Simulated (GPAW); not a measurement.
# LiF (Fm-3m): how ε∞ follows the gap

The empty bands of LiF (Fm-3m) are shifted up rigidly by Δ, and ε∞ is computed for each shift.

Symmetry: Fm-3m, No. 225, cubic system. The conventional cell has a = 4.028 Å, b = 4.028 Å, c = 4.028 Å, α = 90.00°, β = 90.00°, γ = 90.00°. Around F on site b lie 6 Li at 2.01 Å. Li on site a has 6 F at 2.01 Å as nearest neighbours.

Method: GPAW 26.7.0, PBE, RPA, k-mesh 17×17×17, local fields up to 70 eV, Lorentzian half width 0.12 eV.

Launch of the response step: `OMP_NUM_THREADS=1 python df.py`. The series took 93 s in all, its band step included, on 1 thread of Arm Neoverse N1 (shared host).

```
Δ (eV)     ε∞
  0.00  1.930
  0.25  1.916
  0.50  1.902
  0.75  1.889
  1.00  1.876
  1.50      ?
  2.00  1.829
  3.00  1.787
```

With one effective transition at E₀ and fixed dipole strength, ε∞ − 1 = A/(E₀ + Δ), so 1/(ε∞ − 1) is linear in Δ.

Working, on the rows shown:

| x = Δ (eV) | y = 1/(ε∞ − 1) |
| --- | --- |
| 0 | 1.07527 |
| 0.25 | 1.0917 |
| 0.5 | 1.10865 |
| 0.75 | 1.12486 |
| 1 | 1.14155 |
| 2 | 1.20627 |
| 3 | 1.27065 |

Means: x̄ = 1.0714, ȳ = 1.1456. Σ(x − x̄)(y − ȳ) = 0.4452, Σ(x − x̄)² = 6.839. Slope = 0.4452 / 6.839 = 0.06509; intercept = ȳ − slope · x̄ = 1.0758. Turned back into ε∞, the line misses the rows shown by at most 0.00049.

Question: What does the fit predict for the withheld row, and how well does it do?

Answer: At x = 1.5 the line gives y = 1.1735, that is 1.852. The run gave 1.852, so the interpolation holds to the digits printed.

Refitted with all rows, the slope is 0.06511 and the intercept 1.0758. These give E₀ = intercept/slope = 16.5 eV, far above the least direct gap of 9.07 eV: most of the screening comes from transitions well over the edge. Over the first step ε∞ falls by 3 % per eV. Excitons are left out; PBE gaps are as a rule too small. The values come from a sum over the points of one k-mesh and carry its error, which grows as the direct gap shrinks. This version of GPAW has incomplete matrix elements in the optical limit, which can lower ε − 1 by up to a tenth where first-row anions or d states rule. The local-field cutoff holds few shells of reciprocal vectors for this small cell, so ε∞ can read a few per cent high.

[Logs are printed without paths, hosts, clocks, repeated set-up lines and the standing remarks that a program may print on its own settings, such as how far it seeks lower states.]
